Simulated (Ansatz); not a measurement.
# How fast states decay through Be2SnO4

A new crystal, Be2SnO4: structure, gap and complex bands. It is built by putting Be for Sr in the Sr2SnO4 structure of space group I4/mmm, with the volume rescaled by atomic radii. The parent structure comes from the Materials Project.

Main program and level: Ansatz 0.2.0; PBEsol DFT, plane waves, PAW files, in the first sound run; inputs show where later runs differ.

The structure was built from a prototype and need not be the compound's stable phase.

### Step 1. The starting structure

Symmetry: I4/mmm, No. 139, tetragonal system. Conventional cell: a = 3.343 Å, b = 3.343 Å, c = 10.395 Å, α = 90.00°, β = 90.00°, γ = 90.00°. Nearest to Be lie 1 O at 1.98 Å. Nearest to Sn lie 6 O at 1.67 to 1.70 Å. Nearest to O lie 1 Sn at 1.70 Å and 1 Be at 1.98 Å. Nearest to O lie 2 Sn at 1.67 Å. It derives from Sr2SnO4. Be for Sr in the Sr2SnO4 structure of space group I4/mmm. Farther neighbours and most contacts between anions are not listed.

### Step 2. Relaxing the new crystal

The substituted atoms don't fit the parent's cell, so cell and atoms relax together. A small smearing keeps the run stable in case the gap closes on the way.

Input file input.yaml:

```yaml
crystal:
  lattice:
    - [-1.6716382986, 1.6716382986, 5.1977445927]
    - [1.6716382986, -1.6716382986, 5.1977445927]
    - [1.6716382986, 1.6716382986, -5.1977445927]
  atoms:
    - { symbol: Be, position: [0.64618372, 0.64618372, 0.0] }
    - { symbol: Be, position: [0.35381628, 0.35381628, 0.0] }
    - { symbol: Sn, position: [0.0, 0.0, 0.0] }
    - { symbol: O, position: [0.83664279, 0.83664279, 0.0] }
    - { symbol: O, position: [0.16335721, 0.16335721, 0.0] }
    - { symbol: O, position: [0.5, 0.0, 0.5] }
    - { symbol: O, position: [0.0, 0.5, 0.5] }
kpoints:
  mp_grid: { grid: [10, 10, 10] }
scf:
  occupations: { method: gaussian, width: 0.03 }
hamiltonian:
  xc: pbesol
output:
  forces: true
  stress: true
relax:
  f_tol: 0.02
  max_steps: 60
  cell: {}
```

Launch:

```sh
$ ansatz run input.yaml --threads 2 --pin off --max-ram 4096MiB --backend cpu --events-out ev --progress --plain --runs-dir out
```

Numbers of over 12 decimals in the logs are rounded to 6 here.

The log of the run:

```text
basis.fft_grid_basis auto: the FFT boxes are laid along the combinations [[1, 0, 1], [0, 1, 1], [0, 0, 1]] of the cell's own vectors, 3.343, 3.343 and 5.710 Å long. The dense box has 24×24×40 points. Along the cell's own vectors, as sized, it would have 40×40×40, 2.78 times as many. Of the 16 symmetry operations that the crystal satisfies within crystal.symmetry.tolerance (time reversal apart; of a slab, those that k [...]
Engine: ansatz 0.2.0, aarch64-unknown-linux-gnu
Pseudopotentials: kind: paw
Pseudopotential: Be, paw, valence charge 2, recommended cutoff 420 eV (normal), Be.paw.azcp
Pseudopotential: Sn, paw, valence charge 14, recommended cutoff 420 eV (normal), Sn.paw.azcp
Pseudopotential: O, paw, valence charge 6, recommended cutoff 420 eV (normal), O.paw.azcp
Functional definition: PBEsol
  exchange = pbesol_x
  correlation = pbesol_c
Crystal: 7 atoms, lattice volume = 58.098 Å³
Basis set: ecut = 420 eV, 1165 PW (Γ), FFT grids on a1+a3, a2+a3, a3, exchange–correlation on 48×48×80 points (8 copies of the dense FFT grid, shifted against one another)
Bands: 28, of which v1, the nominal top of the filled ones, is band 21 counted from 1 (20 counted from 0)
Symmetry: 16 space group operations
Space group: I4/mmm (ITA 139), of the structure as read, at distance tolerance 3.9e-5 Å
k-points: 102 of 1000
Non-local potential: Be, projectors of the file, l = 0: 2, l = 1: 2, l = 2: 1
Non-local potential: Sn, projectors of the file, l = 0: 2, l = 1: 2, l = 2: 2, l = 3: 2
Non-local potential: O, projectors of the file, l = 0: 2, l = 1: 2, l = 2: 1
PAW form: soft (Blöchl's): semilocal exchange-correlation on the pseudo side does not see the compensation charge
PAW frozen core: Be, regenerated for the run's functional, and the local potential with it (the file was generated under x = pbe(κ = 0.804, μ = 0.219515), c = pbe(β = 0.066725))
PAW frozen core: Sn, regenerated for the run's functional, and the local potential with it (the file was generated under x = pbe(κ = 0.804, μ = 0.219515), c = pbe(β = 0.066725))
PAW frozen core: O, regenerated for the run's functional, and the local potential with it (the file was generated under x = pbe(κ = 0.804, μ = 0.219515), c = pbe(β = 0.066725))
PAW one-centre angular grid: Be, 110 points (default); XC on 64 Gauss nodes
PAW one-centre angular grid: Sn, 590 points (default); XC on 64 Gauss nodes
PAW one-centre angular grid: O, 110 points (default); XC on 64 Gauss nodes
Initial density: superposition of atomic densities (neutral atoms: chi_scale 0, normalization atom), corrected by the library's trained network
Initial wavefunctions: pseudopotential atomic-orbital guess
Functional: x = pbesol(κ = 0.804, μ = 0.123457), c = pbesol(β = 0.046)
SCF iter   1: F=—  HF=-8357.610942 eV  |F-HF|=—  |Δ(HF+E_count)|=         —  Δρ=1.95e-2  dr2=1.63e-1  ethr=1.77e-3  ⟨swp⟩=7.6  Hψ=15803  notcnv=0  defer=4
preconditioner: auto → Kerker (q_TF=auto, 2.585 Å⁻¹)  [metal: Δε(μ)=0.032 eV  Ē_g=16.932 eV  σ=0.030 eV  W_gap=0.45  n_scr=12 (ndim 8)  ℏωp=31.6 eV  f_vac=0.001  D(μ)=0.21/eV (n_scr^D=0)]
SCF iter   2: F=—  HF=-8357.562890 eV  |F-HF|=—  |Δ(HF+E_count)|=   4.81e-2  Δρ=5.01e-3  dr2=1.09e-2  ethr=3.89e-4  ⟨swp⟩=3.2  Hψ=5949  notcnv=0  defer=218
SCF iter   3: F=—  HF=-8357.560606 eV  |F-HF|=—  |Δ(HF+E_count)|=   2.28e-3  Δρ=2.41e-3  dr2=2.53e-3  ethr=2.59e-5  ⟨swp⟩=2.5  Hψ=4534  notcnv=0  defer=218
SCF iter   4: F=—  HF=-8357.559915 eV  |F-HF|=—  |Δ(HF+E_count)|=   6.91e-4  Δρ=7.63e-4  dr2=3.10e-4  ethr=6.01e-6  ⟨swp⟩=2.5  Hψ=4836  notcnv=0  defer=218
SCF iter   5: F=—  HF=-8357.559847 eV  |F-HF|=—  |Δ(HF+E_count)|=   6.86e-5  Δρ=2.54e-4  dr2=4.31e-5  ethr=7.37e-7  ⟨swp⟩=3.0  Hψ=4955  notcnv=0  defer=218
SCF iter   6: F=—  HF=-8357.560377 eV  |F-HF|=—  |Δ(HF+E_count)|=   5.30e-4  Δρ=6.21e-5  dr2=7.76e-6  ethr=1.03e-7  ⟨swp⟩=2.3  Hψ=4734  notcnv=0  defer=218
SCF iter   7: F=—  HF=-8357.560374 eV  |F-HF|=—  |Δ(HF+E_count)|=   2.38e-6  Δρ=2.44e-5  dr2=1.46e-6  ethr=1.85e-8  ⟨swp⟩=2.4  Hψ=3700  notcnv=0  defer=218
SCF iter   8: F=—  HF=-8357.560374 eV  |F-HF|=—  |Δ(HF+E_count)|=   5.87e-7  Δρ=1.22e-5  dr2=1.46e-7  ethr=3.48e-9  ⟨swp⟩=2.7  Hψ=4968  notcnv=0  defer=218
SCF iter   9: F=-8357.560374 eV  HF=-8357.560374 eV  |F-HF|=1.54e-9  |Δ(HF+E_count)|=   2.96e-8  Δρ=2.89e-6  dr2=6.00e-9  ethr=2.38e-10  ⟨swp⟩=6.1  Hψ=10997  notcnv=0
SCF 1 converged in 9 iterations: F = -8357.560374 eV  dr2 = 6.00e-9
  greatest PAW one-centre occupation: 1.004 electrons in one spin orbital (limit 2), on the Sn atom at site 2 (counted from 0), in its partial waves of l = 2
relax step   1: F+E_penalty+E_count = -8357.56037384 eV  Δ(F+E_penalty+E_count) = +0.000e0 eV  max|allowed force component| = 1.767e1 eV/Å  Δτ_max = 0.0000 Å  P = +143.062 GPa  Ω = 58.098 Å³  (9 SCF iters, dr2 threshold 1.00e-7 eV, accepted)
Crystal: 7 atoms, lattice volume = 64.823 Å³
Basis set: ecut = 420 eV, 1265 PW (Γ), FFT grids on a1+a3, a2+a3, a3, exchange–correlation on 48×48×80 points (8 copies of the dense FFT grid, shifted against one another)
Initial density: handed on by an earlier stage of this run
Initial wavefunctions: those handed on with the density
iter 1 solved again at ethr=3.10e-3 eV; its pass at ethr=3.10e-3 eV (dr2=1.30e0 eV) is discarded
SCF iter   1: F=—  HF=-8365.859342 eV  |F-HF|=—  |Δ(HF+E_count)|=         —  Δρ=4.51e-2  dr2=1.30e0  ethr=3.10e-3  ⟨swp⟩=1.0  Hψ=18467  notcnv=0
preconditioner: auto → Resta (q_TF=auto, 2.538 Å⁻¹)  ε∞=4.5  [insulator: Δε(μ)=0.062 eV  Ē_g=15.913 eV  σ=0.030 eV  W_gap=0.69  n_scr=24 (ndim 8)  ℏωp=29.9 eV  f_vac=0.000  D(μ)=0.33/eV (n_scr^D=0)  ε∞_Penn≈4.5]
SCF iter   2: F=—  HF=-8365.566415 eV  |F-HF|=—  |Δ(HF+E_count)|=   2.93e-1  Δρ=1.79e-2  dr2=2.80e-1  ethr=3.10e-3  ⟨swp⟩=3.0  Hψ=5012  notcnv=0
SCF iter   3: F=—  HF=-8365.489533 eV  |F-HF|=—  |Δ(HF+E_count)|=   7.69e-2  Δρ=2.90e-3  dr2=1.59e-2  ethr=6.68e-4  ⟨swp⟩=3.1  Hψ=6044  notcnv=0  defer=154
SCF iter   4: F=—  HF=-8365.483690 eV  |F-HF|=—  |Δ(HF+E_count)|=   5.84e-3  Δρ=7.62e-4  dr2=6.22e-4  ethr=3.77e-5  ⟨swp⟩=2.4  Hψ=4504  notcnv=0  defer=161
SCF iter   5: F=—  HF=-8365.483457 eV  |F-HF|=—  |Δ(HF+E_count)|=   2.33e-4  Δρ=3.38e-4  dr2=6.55e-5  ethr=1.48e-6  ⟨swp⟩=3.3  Hψ=5530  notcnv=0  defer=161
SCF iter   6: F=—  HF=-8365.483435 eV  |F-HF|=—  |Δ(HF+E_count)|=   2.18e-5  Δρ=6.78e-5  dr2=4.56e-6  ethr=1.56e-7  ⟨swp⟩=2.2  Hψ=4349  notcnv=0  defer=161
SCF iter   7: F=-8365.483434 eV  HF=-8365.483434 eV  |F-HF|=1.29e-7  |Δ(HF+E_count)|=   1.06e-6  Δρ=1.76e-5  dr2=2.12e-7  ethr=1.67e-9  ⟨swp⟩=5.8  Hψ=11262  notcnv=0
SCF 2 converged in 7 iterations: F = -8365.483434 eV  dr2 = 2.12e-7
[...]
relax step   6: F+E_penalty+E_count = -8371.69751135 eV  Δ(F+E_penalty+E_count) = -2.513e-1 eV  max|allowed force component| = 6.432e-1 eV/Å  Δτ_max = 0.0220 Å  P = -2.026 GPa  Ω = 73.141 Å³  energy of the carried Pulay correction = -1.439e-1 eV  (6 SCF iters, dr2 threshold 7.00e-7 eV, accepted)
relax step   7: F+E_penalty+E_count = -8371.71502921 eV  Δ(F+E_penalty+E_count) = -1.752e-2 eV  max|allowed force component| = 1.876e-1 eV/Å  Δτ_max = 0.0432 Å  P = -0.603 GPa  Ω = 73.404 Å³  energy of the carried Pulay correction = -1.462e-1 eV  (6 SCF iters, dr2 threshold 7.00e-7 eV, accepted)
relax step   8: F+E_penalty+E_count = -8371.72351613 eV  Δ(F+E_penalty+E_count) = -8.487e-3 eV  max|allowed force component| = 3.341e-2 eV/Å  Δτ_max = 0.0231 Å  P = -0.157 GPa  Ω = 72.947 Å³  energy of the carried Pulay correction = -1.423e-1 eV  (6 SCF iters, dr2 threshold 7.00e-7 eV, accepted)
relax step   9: F+E_penalty+E_count = -8371.72403798 eV  Δ(F+E_penalty+E_count) = -5.218e-4 eV  max|allowed force component| = 2.360e-3 eV/Å  Δτ_max = 0.0010 Å  P = -0.019 GPa  Ω = 72.892 Å³  energy of the carried Pulay correction = -1.418e-1 eV  (6 SCF iters, dr2 threshold 8.14e-8 eV, accepted)
relax step  10: F+E_penalty+E_count = -8372.44402005 eV  Δ(F+E_penalty+E_count) = -7.200e-1 eV  max|allowed force component| = 8.782e-3 eV/Å  Δτ_max = 0.0000 Å  P = +8.708 GPa  Ω = 72.892 Å³  stress off target by 1.25e1 GPa  SCF on the basis re-selected at this cell (its energy is not comparable with the rows above)  (7 SCF iters)
relax step  11: F+E_penalty+E_count = -8372.58173863 eV  Δ(F+E_penalty+E_count) = -1.377e-1 eV  max|allowed force component| = 7.143e-2 eV/Å  Δτ_max = 0.0150 Å  P = +2.259 GPa  Ω = 75.672 Å³  energy of the carried Pulay correction = -1.615e-2 eV  (6 SCF iters, dr2 threshold 7.00e-7 eV, accepted)
relax step  12: F+E_penalty+E_count = -8372.58791268 eV  Δ(F+E_penalty+E_count) = -6.174e-3 eV  max|allowed force component| = 1.024e-2 eV/Å  Δτ_max = 0.0131 Å  P = +0.271 GPa  Ω = 76.539 Å³  energy of the carried Pulay correction = -2.217e-2 eV  (6 SCF iters, dr2 threshold 7.00e-7 eV, accepted)
relax step  13: F+E_penalty+E_count = -8372.58683550 eV  Δ(F+E_penalty+E_count) = +1.077e-3 eV  max|allowed force component| = 2.854e-3 eV/Å  Δτ_max = 0.0021 Å  P = -0.005 GPa  Ω = 76.713 Å³  energy of the carried Pulay correction = -2.341e-2 eV  (5 SCF iters, dr2 threshold 2.99e-7 eV, accepted)
relax step  14: F+E_penalty+E_count = -8372.61409007 eV  Δ(F+E_penalty+E_count) = -2.725e-2 eV  max|allowed force component| = 6.115e-3 eV/Å  Δτ_max = 0.0000 Å  P = +0.092 GPa  Ω = 76.713 Å³  stress off target by 2.76e-1 GPa  SCF on the basis re-selected at this cell (its energy is not comparable with the rows above)  (7 SCF iters)
relax step  15: F+E_penalty+E_count = -8372.61410515 eV  Δ(F+E_penalty+E_count) = -1.508e-5 eV  max|allowed force component| = 7.209e-3 eV/Å  Δτ_max = 0.0038 Å  P = -0.015 GPa  Ω = 76.749 Å³  energy of the carried Pulay correction = -1.998e-4 eV  (5 SCF iters, dr2 threshold 1.90e-7 eV, accepted)
iter 1 solved again at ethr=7.74e-7 eV; its pass at ethr=3.10e-3 eV (dr2=3.25e-4 eV) is discarded
SCF iter   1: F=—  HF=-8372.614293 eV  |F-HF|=—  |Δ(HF+E_count)|=         —  Δρ=4.13e-5  dr2=1.27e-7  ethr=7.74e-7  ⟨swp⟩=3.1  Hψ=21407  notcnv=0
eigensolver tolerance schedule: the retry pair's looser diagonalisation over-reported the residual by 2557.76 of it (diagonalisation noise at 1.77 of the residual, at the tolerance the schedule requests for it); recorded, not acted on — ethr = c·dr2/N_el stays at c = 1.0e-1
preconditioner: auto → none  [insulator: Δε(μ)=0.212 eV  Ē_g=16.343 eV  σ=0.030 eV  W_gap=1.00  n_scr=14 (ndim 8)  ℏωp=27.5 eV  f_vac=0.013  D(μ)=0.00/eV (n_scr^D=0)  ε∞_Penn≈3.8]
SCF iter   2: F=—  HF=-8372.614308 eV  |F-HF|=—  |Δ(HF+E_count)|=   1.52e-5  Δρ=2.09e-5  dr2=4.50e-8  ethr=3.02e-10  ⟨swp⟩=3.1  Hψ=5982  notcnv=0
SCF iter   3: F=—  HF=-8372.614309 eV  |F-HF|=—  |Δ(HF+E_count)|=   1.05e-6  Δρ=1.08e-5  dr2=2.89e-8  ethr=1.07e-10  ⟨swp⟩=2.0  Hψ=4378  notcnv=0
SCF iter   4: F=—  HF=-8372.614310 eV  |F-HF|=—  |Δ(HF+E_count)|=   2.42e-7  Δρ=2.58e-6  dr2=2.03e-9  ethr=6.87e-11  ⟨swp⟩=2.1  Hψ=4004  notcnv=0
SCF iter   5: F=—  HF=-8372.614310 eV  |F-HF|=—  |Δ(HF+E_count)|=   1.19e-8  Δρ=9.93e-7  dr2=2.06e-10  ethr=4.84e-12  ⟨swp⟩=2.0  Hψ=4318  notcnv=0
SCF iter   6: F=-8372.614310 eV  HF=-8372.614310 eV  |F-HF|=1.11e-10  |Δ(HF+E_count)|=   2.19e-9  Δρ=2.97e-7  dr2=2.01e-11  ethr=1.00e-12  ⟨swp⟩=5.0  Hψ=10105  notcnv=0
SCF 16 converged in 6 iterations: F = -8372.614310 eV  dr2 = 2.01e-11
relax step  16: F+E_penalty+E_count = -8372.61430972 eV  Δ(F+E_penalty+E_count) = -2.046e-4 eV  max|allowed force component| = 7.083e-3 eV/Å  Δτ_max = 0.0000 Å  P = -0.013 GPa  Ω = 76.749 Å³  stress off target by 4.92e-2 GPa  SCF on the basis re-selected at this cell (its energy is not comparable with the rows above)  (6 SCF iters)
basis re-selected at this cell: Δ(F+E_penalty+E_count) = -2.046e-4 eV, ΔP = +0.002 GPa vs the last step (what re-selecting the basis moved, of the pressure what is left beyond the Pulay correction that the steps carried, after the strain that the cell walked since its last selection, with what the two solves' SCF thresholds leave and, on support functions, any second-order correction that the steps lacked; it is no m [...]
SCF converged after 6 iterations
Free energy (F): -8372.614310 eV
Harris-Foulkes:  -8372.614310 eV  (|F-HF|=1.11e-10)
Internal energy: -8372.614310 eV  (E = F + TS)
E sigma→0 (E₀):  -8372.614310 eV
Fermi energy:    6.424036 eV
--- Per-component energies (eV) ---
  E_band       = -152.634299
  E_kinetic    = 926.731253
  E_local      = -2756.302529  (includes V_loc(G=0)·N_el)
  E_nonlocal   = 176.049661
  E_hartree    = 1263.439890
  E_xc         = -703.294030
  E_vxc        = -504.949142  (∫ρ·V_xc dr)
  E_paw        = -4802.640958  (= ΣΔE_a)
  E_vpaw       = -521.053161  (= ΣTr[D̂ρ^β])
  E_aug_tail   = 0.009782  (compensation charges beyond the density's cutoff)
  E_ewald      = -2477.052432
  E_core_change = 0.445054  (= ΣΔE_core)
  E_smearing   = -0.000000  (= −TS)
  E_closure    = -0.000000  (closes the sum)
  Σ components = -8372.614310   (vs F -8372.614310, Δ=0.00e0)
--- Forces (eV/Å), atoms counted from 1 ---
  atom   1  Be     0.00000000    -0.00000000     0.00708324
  atom   2  Be     0.00000000    -0.00000000    -0.00708324
  atom   3  Sn    -0.00000000     0.00000000    -0.00000000
  atom   4  O     -0.00000000    -0.00000000    -0.00127517
  atom   5  O      0.00000000     0.00000000     0.00127517
  atom   6  O      0.00000000     0.00000000    -0.00000000
  atom   7  O      0.00000000     0.00000000     0.00000000
  max |Σ_I F_I| component: 4.77e-18 eV/Å
--- Stress (GPa, compression-positive) ---
        0.005599       0.000000      -0.000000
        0.000000       0.005599      -0.000000
        0.000000      -0.000000      -0.049197
  P = ⅓ Tr σ = -0.0127 GPa (-0.127 kbar)
--- Relaxed structure (13 steps of the walk, 13 accepted, 3 SCFs on fresh bases) ---
  F+E_penalty+E_count = -8372.61430972 eV   max|allowed force component| = 7.083e-3 eV/Å   (the final SCF, on the basis selected at the relaxed cell)
  cell:  # Å, volume = 76.7489 Å³
    - [-2.033404, 2.033404, 4.640500]
    - [2.033404, -2.033404, 4.640500]
    - [2.033404, 2.033404, -4.640500]
  atoms:
    - { symbol: Be, position: [0.639492, 0.639492, 0] }
    - { symbol: Be, position: [0.360508, 0.360508, 0] }
    - { symbol: Sn, position: [-1.6448881640277378e-18, -1.6448881640277416e-18, 0] }
    - { symbol: O, position: [0.789616, 0.789616, 0] }
    - { symbol: O, position: [0.210384, 0.210384, 0] }
    - { symbol: O, position: [0.5, -1.6448881640277457e-18, 0.5] }
    - { symbol: O, position: [-1.6448881640277378e-18, 0.5, 0.5] }
```

Run time: 61 s. Hardware: 2 threads of Arm Neoverse V2, shared host; peak memory 0.48 GiB.

Step by step:

| step | energy less that of the first step (eV) | largest force component (eV/Å) | pressure (GPa) | volume (Å³) |
| --- | --- | --- | --- | --- |
| 1 | 0.0000 | 17.6733 | 143.06 | 58.10 |
| 2 | -7.9231 | 7.9964 | 60.66 | 64.82 |
| 3 | -12.5561 | 2.3708 | 34.43 | 68.02 |
| 4 | -13.6453 | 3.0105 | 19.39 | 70.12 |
| 5 | -13.8858 | 2.2196 | -11.09 | 75.75 |
| 6 | -14.1371 | 0.6432 | -2.03 | 73.14 |
| 7 | -14.1547 | 0.1876 | -0.60 | 73.40 |
| 8 | -14.1631 | 0.0334 | -0.16 | 72.95 |
| 9 | -14.1637 | 0.0024 | -0.02 | 72.89 |
| 10* | -14.8836 | 0.0088 | 8.71 | 72.89 |
| 11 | -15.0214 | 0.0714 | 2.26 | 75.67 |
| 12 | -15.0275 | 0.0102 | 0.27 | 76.54 |
| 13 | -15.0265 | 0.0029 | -0.01 | 76.71 |
| 14* | -15.0537 | 0.0061 | 0.09 | 76.71 |
| 15 | -15.0537 | 0.0072 | -0.01 | 76.75 |
| 16* | -15.0539 | 0.0071 | -0.01 | 76.75 |

Relaxation steps marked * repeat the geometry before them on a plane-wave basis chosen anew for their cell, so energy and pressure can jump there.

The run keeps the 16 symmetry operations that it works with, so distortions that break them were not tested.

| cell as run | before | after | change |
| --- | --- | --- | --- |
| a (Å) | 5.710 | 5.459 | -4.4 % |
| b (Å) | 5.710 | 5.459 | -4.4 % |
| c (Å) | 5.710 | 5.459 | -4.4 % |
| α (°) | 145.95 | 136.26 | -6.6 % |
| β (°) | 145.95 | 136.26 | -6.6 % |
| γ (°) | 48.91 | 63.57 | +30.0 % |
| volume (Å³/atom) | 8.30 | 10.96 | +32.1 % |

The atoms that moved most (Å, as changes of fractional coordinates times the final cell):

| atom | dx | dy | dz | length |
| --- | --- | --- | --- | --- |
| O4 | 0.000 | 0.000 | -0.436 | 0.436 |
| O5 | 0.000 | 0.000 | 0.436 | 0.436 |
| Be2 | 0.000 | 0.000 | 0.062 | 0.062 |
| Be1 | 0.000 | 0.000 | -0.062 | 0.062 |

Numbers from this step:

- free energy: -8372.6143 eV
- Fermi energy: 6.424 eV
- pressure: -0.01267 GPa

The largest force component on a free atom ends at 0.0071 eV/Å.

(Part 1 of 3 ends here.)

[Logs are printed without paths, hosts, clocks, repeated set-up lines and the standing remarks that a program may print on its own settings, such as how far it seeks lower states.]

[Hosts, paths, dates, database ids (printed as entryN), source tags and the programs' standing remarks are cut or masked in the printed files.]

[New means built here by substitution; the compound itself may be known and measured.]
